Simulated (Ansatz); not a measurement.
# In2O2 monolayer in a perpendicular field, part 2 of 2

Wanted: the out-of-plane response of the In2O2 monolayer. A positive field points along +c.

Ansatz 0.2.0; plane-wave DFT, PBE-D3(BJ), Ansatz PAW (set soft_1); PAW set soft_1.

So far. Step 2 (Relaxing the slab): The lattice constant a goes from 3.292 to 3.428 Å.

### 3. Single point, field 0

A sawtooth potential applies the field, turning back in the middle of the vacuum. With the dipole correction the typed value is the field outside the slab. The induced dipole is small, so the SCF threshold is tight.

The cell differs from the one that the last finished run ended in (c 40.374 → 22.436 Å).

File input.yaml:

```yaml
crystal:
  lattice:
    - [3.4283966483, 0.0, 0.0]
    - [-1.7141983242, 2.9690785917, 0.0]
    - [0.0, 0.0, 22.4363311416]
  atoms:
    - { symbol: O, position: [0.3333333333, 0.6666666667, 0.4011351028] }
    - { symbol: In, position: [0.0, 0.0, 0.4367393165] }
    - { symbol: In, position: [0.0, 0.0, 0.5632606835] }
    - { symbol: O, position: [0.3333333333, 0.6666666667, 0.5988648972] }
kpoints:
  mp_grid: { grid: [18, 18, 1] }
  band_path:
    path: [[0, 0, 0], [0.5, 0, 0], [0.33333333, 0.33333333, 0], [0, 0, 0]]
    npoints: 16
hamiltonian:
  xc: pbe
  dispersion: d3bj
  pseudopotentials: { kind: paw, azcp: { folder: soft_1 } }
scf:
  occupations: { method: fermi_dirac, width: 0.02585 }
  convergence: { dr2_threshold: 1.0e-10 }
efield:
  axis: 3
  dipole_correction: true
  ramp_position: 0.97
  ramp_width: 0.06
  amplitude: 0
output:
  dos: { projected: true, e_range: [-6, 5] }
  write_potential: true
  write_density: true
  volumetric_format: npy
  elf: true
```

Started as:

```sh
ansatz run input.yaml --threads 2 --pin off --max-ram 3072MiB --backend cpu --events-out ev --progress --plain --runs-dir out
```

Numbers of over 12 decimals in the logs are rounded to 6 here.

Log:

```text
[...]
Crystal: 4 atoms, lattice volume = 228.383 Å³
Basis set: ecut = 420 eV, 4431 PW (Γ)
Bands: 23, of which v1, the nominal top of the filled ones, is band 19 counted from 1 (18 counted from 0)
Symmetry: 6 space group operations
k-points: 37 of 324 (time reversal used)
[...]
SCF iter   1: F=—  HF=-12334.741659 eV  |F-HF|=—  |Δ(HF+E_count)|=         —  Δρ=7.77e-2  dr2=1.66e1  ethr=3.10e-3  p=0.000 e·Å  D=8.89e-14 V/Å  ΔV_dip=-0.00 eV  dr2_dipole=2.35e-9  V_vac-E_F(+/−)=7.22/7.22 eV  ⟨swp⟩=7.9  Hψ=4660  notcnv=0
efield: sawtooth ramp at fractional position 0.9700 (set: `efield.ramp_position`, or a place that a band, a saddle search or an elastic batch's reference lends), width 0.0600; the density the first Hamiltonian is built on has a dipole p = 0.000 e·Å; the dipole correction subtracts the counter field D = 8.89e-14 V/Å, which shifts the + side's vacuum level by -0.00 eV against the − side's; the planar-averaged density in the ramp window peaks in size at 4.6e-7 e/Å³
[...]
SCF iter   2: F=—  HF=-12344.960878 eV  |F-HF|=—  |Δ(HF+E_count)|=    1.02e1  Δρ=1.76e-1  dr2=7.88e1  ethr=3.10e-3  p=0.000 e·Å  D=2.53e-6 V/Å  ΔV_dip=-0.00 eV  dr2_dipole=1.21e-7  V_vac-E_F(+/−)=3.45/3.45 eV  ⟨swp⟩=5.7  Hψ=2933  notcnv=0  defer=1  recentre
[...]
SCF iter  12: F=-12330.664936 eV  HF=-12330.664936 eV  |F-HF|=2.36e-11  |Δ(HF+E_count)|=  1.64e-11  Δρ=1.49e-7  dr2=3.92e-11  ethr=1.00e-12  p=0.000 e·Å  D=3.97e-7 V/Å  ΔV_dip=-0.00 eV  dr2_dipole=1.42e-12  V_vac-E_F(+/−)=6.25/6.25 eV  ⟨swp⟩=2.2  Hψ=3012  notcnv=0
SCF 1 converged in 12 iterations: F = -12330.664936 eV  dr2 = 3.92e-11
[...]
NSCF: frozen V_eff on 49 k-points
efield: sawtooth ramp at fractional position 0.9700 (kept from the solve that this one continues, or follows in the run), width 0.0600; the density the first Hamiltonian is built on has a dipole p = 0.000 e·Å; the dipole correction subtracts the counter field D = 3.97e-7 V/Å, which shifts the + side's vacuum level by -0.00 eV against the − side's; the planar-averaged density in the ramp window peaks in size at 1.1e-6 e/Å³
[...]
SCF converged after 12 iterations
Free energy (F): -12330.664936 eV
[...]
Internal energy: -12330.664934 eV  (E = F + TS)
E sigma→0 (E₀):  -12330.664935 eV
Entropy (-TS):   -0.000002 eV (-0.000 meV/atom)
Fermi energy:    -1.938287 eV
Dipole field:    D = -0.000001 V/Å  (p = -0.000001 e·Å, saw-weighted, corrected)
Work function:   Φ+ = 6.2514 eV   Φ− = 6.2515 eV
Levels:          The Fermi level and band energies are counted from a zero that moves with the ramp; work functions are not
[...]
--- Band table (eV; the first three rows and the last of 37) ---
  k-point 0: bands = [... 15 lower, -3.8823, -3.8495, -3.8495, -2.9184, -1.7454, 1.1672, 3.8931, 4.0806]
  k-point 1: bands = [... 15 lower, -3.9727, -3.9099, -3.8750, -2.8626, -1.5844, 1.2699, 3.9336, 4.1335]
  k-point 2: bands = [... 15 lower, -4.2164, -3.9895, -3.9485, -2.7521, -1.1932, 1.5504, 4.0530, 4.2920]
  k-point 36: bands = [... 15 lower, -5.8763, -4.3083, -4.0340, -2.1843, 1.1337, 2.2867, 2.9373, 4.3543]
```

It took 19 s on 2 threads of Arm Neoverse V1, shared host; peak memory 0.52 GiB.

The column dr2 measures how far the density is from self-consistency, as an energy; F and HF (Harris–Foulkes) agree once it is small.

Numbers from this step:

```yaml
dipole_along_the_normal: -1.39e-6 e·Å
gap_along_the_path: 0.4389 eV
smallest_direct_gap_along_the_path: 1.173 eV
ionisation_energy_upper_face: 6.497 eV
electron_affinity_upper_face: 6.059 eV
gap_the_smaller_of_path_and_mesh: 0.4389 eV
```

Running mean over a fixed 2.5 Å (it still follows the layers) of the planar mean; the ramp of the sawtooth is left out. Electron's electrostatic potential energy less the Fermi level against z:

z (Å), electron's electrostatic potential energy less the Fermi level (eV) and a bar from the least value:
```
      3.0       6.25 ##############################
      3.5       6.25 ##############################
      4.0       6.25 ##############################
      4.5       6.25 ##############################
      5.0       6.25 ##############################
      5.5       6.25 ##############################
      6.0       6.24 ##############################
      6.5       6.21 ##############################
      7.0       6.03 #############################
      7.5       4.96 ###########################
      8.0       2.25 ####################
      8.5      -1.05 ############
      9.0      -3.97 ####
      9.5      -5.66 
     10.0      -5.56 
     10.5      -3.94 ####
     11.0      -2.78 #######
     11.5      -2.83 #######
     12.0      -4.17 ####
     12.5      -5.67 
     13.0      -5.55 
     13.5      -3.64 #####
     14.0      -0.64 #############
     14.5       2.67 #####################
     15.0       5.18 ###########################
     15.5       6.07 ##############################
     16.0       6.22 ##############################
     16.5       6.24 ##############################
     17.0       6.25 ##############################
     17.5       6.25 ##############################
     18.0       6.25 ##############################
     18.5       6.25 ##############################
     19.0       6.25 ##############################
```

The density of states has structure finer than the step of the table below, so its rows give means over 0.2 eV, whole bins alone (the curve runs from -6 to 2.19 eV). Peaks (eV: height): -5.61: 9.79, -3.27: 8.30, -2.83: 7.96, -2.75: 10.5, -2.50: 5.84, -2.25: 10.1, -0.46: 9.96.

Density of states against energy, zero at the Fermi level of the run, which the smearing sets inside the gap; means over each step:

| energy (eV) | density of states (states/eV a cell) |
| --- | --- |
| -5.8 | 3.64 |
| -5.6 | 4.92 |
| -5.4 | 0.805 |
| -5.2 | 2.44 |
| -5.0 | 1.84 |
| -4.8 | 0.923 |
| -4.6 | 0.709 |
| -4.4 | 0.596 |
| -4.2 | 0.802 |
| -4.0 | 0.991 |
| -3.8 | 1.53 |
| -3.6 | 1.79 |
| -3.4 | 2.61 |
| -3.2 | 5.03 |
| -3.0 | 2.58 |
| -2.8 | 6.32 |
| -2.6 | 4.91 |
| -2.4 | 5.48 |
| -2.2 | 7.82 |
| -2.0 | 1.82 |
| -1.8 | 0.0147 |
| -1.6 | 0 |
| -1.4 | 0 |
| -1.2 | 0 |
| -1.0 | 0.161 |
| -0.8 | 0.877 |
| -0.6 | 2.49 |
| -0.4 | 5.39 |
| -0.2 | 0.500 |
| 0.0 | 0 |
| 0.2 | 0.0417 |
| 0.4 | 0.161 |
| 0.6 | 0.182 |
| 0.8 | 0.201 |
| 1.0 | 0.226 |
| 1.2 | 0.249 |
| 1.4 | 0.272 |
| 1.6 | 0.297 |
| 1.8 | 0.321 |
| 2.0 | 0.372 |

Projected DOS per atom over height of the atomic layer and energy from the Fermi level. Layers: O In In O from below.

Ten even steps from '_' (0.00 states/eV) to '@' (2.53 states/eV), each cell a mean:
```
________
________
________
________
________
________
........
==::::==
________
________
________
%%____%%
@@....@@
##....##
++::::++
::____::
..____..
________
..____..
::....::
::::::::
--====--
```
Columns: height of the atomic layer (Å) from 9 to 13.4 (not evenly spaced); rows upwards: energy from the Fermi level (eV) from -5.96 to 2.14.

The electronic bands at the labelled points (eV, zero at the Fermi level of the run, which the smearing sets inside the gap):

| point | band 16 | band 17 | band 18 | band 19 | band 20 | band 21 | band 22 | band 23 |
| --- | --- | --- | --- | --- | --- | --- | --- | --- |
| Γ | -1.94 | -1.91 | -1.91 | -0.98 | 0.19 | 3.11 | 5.83 | 6.02 |
| halfway | -2.46 | -2.40 | -2.33 | -0.57 | 2.05 | 4.18 | 5.57 | 6.54 |
| M | -2.85 | -2.75 | -2.25 | -0.49 | 2.07 | 4.04 | 5.18 | 6.77 |
| halfway | -3.35 | -2.56 | -2.15 | -0.38 | 2.54 | 4.48 | 5.65 | 5.70 |
| K | -3.94 | -2.37 | -2.10 | -0.25 | 3.07 | 4.22 | 4.88 | 6.29 |
| halfway | -2.72 | -2.69 | -2.34 | -0.51 | 2.51 | 4.49 | 5.37 | 6.82 |
| Γ | -1.94 | -1.91 | -1.91 | -0.98 | 0.19 | 3.11 | 5.83 | 6.02 |

Valence density in the ca plane at fractional y = 0.667, with atoms of O within 0.2 Å of it. It is the smooth field of the valence electrons, not physical close to the nuclei.

Ten steps, logarithmic in the rise over the least value, from '0' (0.0 e/Å³) to '9' (7.6 e/Å³), each cell a mean:
```
00000000000000000000123332212233321000000000
00000000000000000000123432222234321000000000
00000000000000000001223332111233322100000000
00000000000000000012444321111123444210000000
00000000000000000025786421101124687520000000
00000000000000000136998521000125899631000000
00000000000000000126897521000125798621000000
00000000000000000013565321111123565310000000
00000000000000000001333322111223333100000000
```
Columns run along c (16.0 Å, from fractional 0.06 to 0.78 of the cell), rows up along a (3.4 Å). Atoms in or near the plane, at fractional coordinates: O at (0.40, 0.33), O at (0.60, 0.33).

Electrostatic potential energy in the ca plane at fractional y = 0.667, with atoms of O within 0.2 Å of it. With pseudopotentials it is smooth inside the atoms' cores, unlike the true potential.

Ten even steps from '0' (-32 eV) to '9' (5 eV), each cell a mean:
```
99999999999999999999876567888765678999999999
99999999999999999999875457888754578999999999
99999999999999999999887667888766788999999999
99999999999999999999877788898887778999999999
99999999999999999998203889999988302899999999
99999999999999999995000699999996000599999999
99999999999999999996000799999997000699999999
99999999999999999999646888999888646999999999
99999999999999999999987778888877789999999999
```
Columns run along c (16.0 Å, from fractional 0.06 to 0.78 of the cell; values clipped at the 3rd and 97th percentile), rows up along a (3.4 Å). Atoms in or near the plane, at fractional coordinates: O at (0.40, 0.33), O at (0.60, 0.33).

ELF in the ca plane at fractional y = 0.667, with atoms of O within 0.2 Å of it. It is the smooth field of the valence electrons, not physical close to the nuclei.

Ten even steps from '0' (0.00) to '9' (0.85), each cell a mean:
```
00000000000000000000111223454322111000000000
00000000000000000000012233464332210000000000
00000000000000000011221222444222122110000000
00000000000000000246775311222113577642000000
00000000000000001479989631000136989974100000
00000000000000002589848841000148848985200000
00000000000000002479978731000137879974200000
00000000000000001358998421111124899853100000
00000000000000000124542222333222245421000000
```
Columns run along c (16.0 Å, from fractional 0.06 to 0.78 of the cell), rows up along a (3.4 Å). Atoms in or near the plane, at fractional coordinates: O at (0.40, 0.33), O at (0.60, 0.33).

The gap is 0.44 eV, with the valence edge 6.50 eV and the conduction edge 6.06 eV under the upper vacuum level.

### 4. Atoms held, field 0.1 V/Å

Changes to input.yaml since step 3:

```diff
@@ -25,7 +25,6 @@
   dipole_correction: true
-  ramp_position: 0.97
-  ramp_width: 0.06
-  amplitude: 0
+  ramp_position: 0.9269
+  ramp_width: 0.1462
+  amplitude: 0.1
 output:
-  dos: { projected: true, e_range: [-6, 5] }
   write_potential: true
@@ -33,2 +32 @@
   volumetric_format: npy
-  elf: true
```

Log:

```text
[...]
Crystal: 4 atoms, lattice volume = 228.383 Å³
Basis set: ecut = 420 eV, 4431 PW (Γ)
Bands: 23, of which v1, the nominal top of the filled ones, is band 19 counted from 1 (18 counted from 0)
Symmetry: 6 space group operations
k-points: 37 of 324 (time reversal used)
[...]
--- Band table (eV; the first three rows and the last of 37) ---
  k-point 0: bands = [... 15 lower, -3.8896, -3.8429, -3.8429, -2.9190, -1.7457, 1.1664, 3.7003, 4.1868]
  k-point 1: bands = [... 15 lower, -3.9666, -3.9170, -3.8688, -2.8632, -1.5847, 1.2690, 3.7473, 4.2318]
  k-point 2: bands = [... 15 lower, -4.2138, -3.9957, -3.9430, -2.7526, -1.1936, 1.5494, 3.8866, 4.3669]
  k-point 36: bands = [... 15 lower, -5.8758, -4.3103, -4.0329, -2.1847, 1.1333, 2.2863, 2.9368, 4.3539]
[key lines of the parts left out:]
SCF converged after 12 iterations
Free energy (F): -12330.666489 eV
Fermi energy:    -1.938578 eV
Dipole field:    D = 0.024615 V/Å  (p = 0.031067 e·Å, saw-weighted, corrected)
```

Run time: 19 s. Hardware: 2 threads; peak memory 0.49 GiB; 38 s of CPU time.

The dipole is 0.0311 e·Å, and the gap 0.439 eV.

### 5. Atoms held, field -0.1 V/Å

Changes to input.yaml since step 4:

```diff
@@ -27,3 +27,3 @@
   ramp_width: 0.1462
-  amplitude: 0.1
+  amplitude: -0.1
 output:
```

Log:

```text
[...]
Crystal: 4 atoms, lattice volume = 228.383 Å³
Basis set: ecut = 420 eV, 4431 PW (Γ)
Bands: 23, of which v1, the nominal top of the filled ones, is band 19 counted from 1 (18 counted from 0)
Symmetry: 6 space group operations
k-points: 37 of 324 (time reversal used)
[...]
--- Band table (eV; the first three rows and the last of 37) ---
  k-point 0: bands = [... 15 lower, -3.8896, -3.8429, -3.8429, -2.9190, -1.7457, 1.1664, 3.7003, 4.1868]
  k-point 1: bands = [... 15 lower, -3.9666, -3.9170, -3.8688, -2.8632, -1.5847, 1.2690, 3.7473, 4.2318]
  k-point 2: bands = [... 15 lower, -4.2138, -3.9957, -3.9430, -2.7526, -1.1936, 1.5494, 3.8866, 4.3669]
  k-point 36: bands = [... 15 lower, -5.8758, -4.3103, -4.0329, -2.1847, 1.1333, 2.2863, 2.9368, 4.3539]
[key lines of the parts left out:]
SCF converged after 12 iterations
Free energy (F): -12330.666489 eV
Fermi energy:    -1.938578 eV
Dipole field:    D = -0.024616 V/Å  (p = -0.031068 e·Å, saw-weighted, corrected)
```

It took 19 s on 2 threads; peak memory 0.49 GiB.

The dipole is -0.0311 e·Å, and the gap 0.439 eV.

### 6. Response, atoms held

This step: plane-wave DFT, PBE-D3(BJ), Ansatz PAW (set soft_1); response to a field along the normal, atoms held; PAW set soft_1 (Ansatz 0.2.0).

The dipoles give the slope, and the difference of two potentials shows where the field is screened.

This step gave:

```yaml
equivalent_conductor_thickness_p_eps_0ae: 5.523 Å
distance_between_the_outer_atoms: 4.436 Å
```

The dipole of the cell by applied field:

| applied field (V/Å) | dipole of the cell (e·Å) |
| --- | --- |
| -0.1000 | -0.0311 |
| 0.0000 | -1.4e-6 |
| 0.1000 | 0.0311 |

Local field over the applied field, running mean. From the potentials at -0.1 and 0.1 V/Å; running mean over 2.5 Å. Local field over applied field against z:

z (Å), local field over applied field and a bar:
```
      4.5      1.000 ##############################
      5.0      0.999 ##############################
      5.5      0.996 ##############################
      6.0      0.988 ##############################
      6.5      0.964 #############################
      7.0      0.904 ###########################
      7.5      0.785 #######################
      8.0      0.632 ##################
      8.5      0.456 #############
      9.0      0.296 ########
      9.5      0.175 ####
     10.0      0.099 #
     10.5      0.061 
     11.0      0.062 
     11.5      0.061 
     12.0      0.063 
     12.5      0.106 #
     13.0      0.187 ####
     13.5      0.315 ########
     14.0      0.479 #############
     14.5      0.653 ###################
     15.0      0.803 ########################
     15.5      0.914 ###########################
     16.0      0.969 #############################
     16.5      0.990 ##############################
     17.0      0.997 ##############################
     17.5      0.999 ##############################
     18.0      1.000 ##############################
```

The induced electron density oscillates, so the rows of the table below give means over windows of 0.5 Å about each position, cut where the curve ends. Its maxima inside the range that stand out by 2 % of the span (Å: e/Å³ per V/Å): 8.38: 0.00366, 9.27: 0.00233, 10.77: 8.9e-4, 12.56: 6.7e-4, 13.61: -0.00107. Its minima: 8.82: 0.00107, 9.87: -6.7e-4, 11.67: -8.9e-4, 13.16: -0.00233, 14.06: -0.00366.

Electrons, planar mean, per unit field. The induced electron density by z; means over each step:

z (Å), induced electron density (e/Å³ per V/Å) and a bar from the least value:
```
      4.5    0.00000 ################
      5.0    0.00000 ################
      5.5    0.00002 ################
      6.0    0.00005 ################
      6.5    0.00017 ################
      7.0    0.00050 ##################
      7.5    0.00133 ######################
      8.0    0.00286 ##############################
      8.5    0.00296 ##############################
      9.0    0.00158 #######################
      9.5    0.00095 ####################
     10.0   -0.00047 #############
     10.5    0.00050 ##################
     11.0    0.00049 ##################
     11.5   -0.00060 #############
     12.0   -0.00038 ##############
     12.5    0.00048 ##################
     13.0   -0.00125 ##########
     13.5   -0.00151 ########
     14.0   -0.00320 
     14.5   -0.00266 ###
     15.0   -0.00119 ##########
     15.5   -0.00043 #############
     16.0   -0.00014 ###############
     16.5   -0.00005 ###############
     17.0   -0.00001 ################
     17.5    0.00000 ################
     18.0    0.00000 ################
```

The smaller of the gaps on the path and on the k-mesh, counted as 0 under 0.03 eV. The gap stays at 0.439 eV for applied field from -0.1 to 0.1 V/Å.

By hand: between -0.1 and 0.1 V/Å the dipole changes by 0.06214 e·Å, a slope of 0.3107 e·Å²/V. A perfect conductor of thickness t has p = ε₀AEt, so t = 180.95 × 0.3107 / 10.179 = 5.52 Å (e/ε₀ = 180.95 V·Å, A in Å²).

The induced dipole is that of a conductor 5.52 Å thick.

### 7. Results

| Item | Value |
| --- | --- |
| gap without field | 0.439 eV |
| ionisation energy, upper face | 6.50 eV |
| electron affinity, upper face | 6.06 eV |
| equivalent conductor thickness, atoms held | 5.52 Å |

The induced dipole equals that of a perfect conductor 5.52 Å thick, while the outer atoms lie 4.44 Å apart; an out-of-plane ε follows only once a thickness t is chosen, by 1 − 1/ε = 5.52 Å / t. The gap stays within 0.01 eV of 0.44 eV over the fields run, up to 0.1 V/Å in size. Semilocal functionals give gaps that are too small, and excitons are not included. Spin-orbit coupling is left out, which matters for the bands of elements this heavy.

[Logs are printed without paths, hosts, clocks, repeated set-up lines and the standing remarks that a program may print on its own settings, such as how far it seeks lower states.]

[Hosts, paths, dates, database ids (printed as entryN), source tags and the programs' standing remarks are cut or masked in the printed files.]

[Maps of the electrostatic potential energy from Ansatz leave out the sawtooth potential of an applied field or a dipole correction, so their vacuum need not be flat; planar profiles and work functions include it.]

[The density of states shown here was stored with 400 of the rows of the run's finer table, so its peaks can read low, often by over a quarter, or be missed, and its means over a window can be off by a tenth or more.]
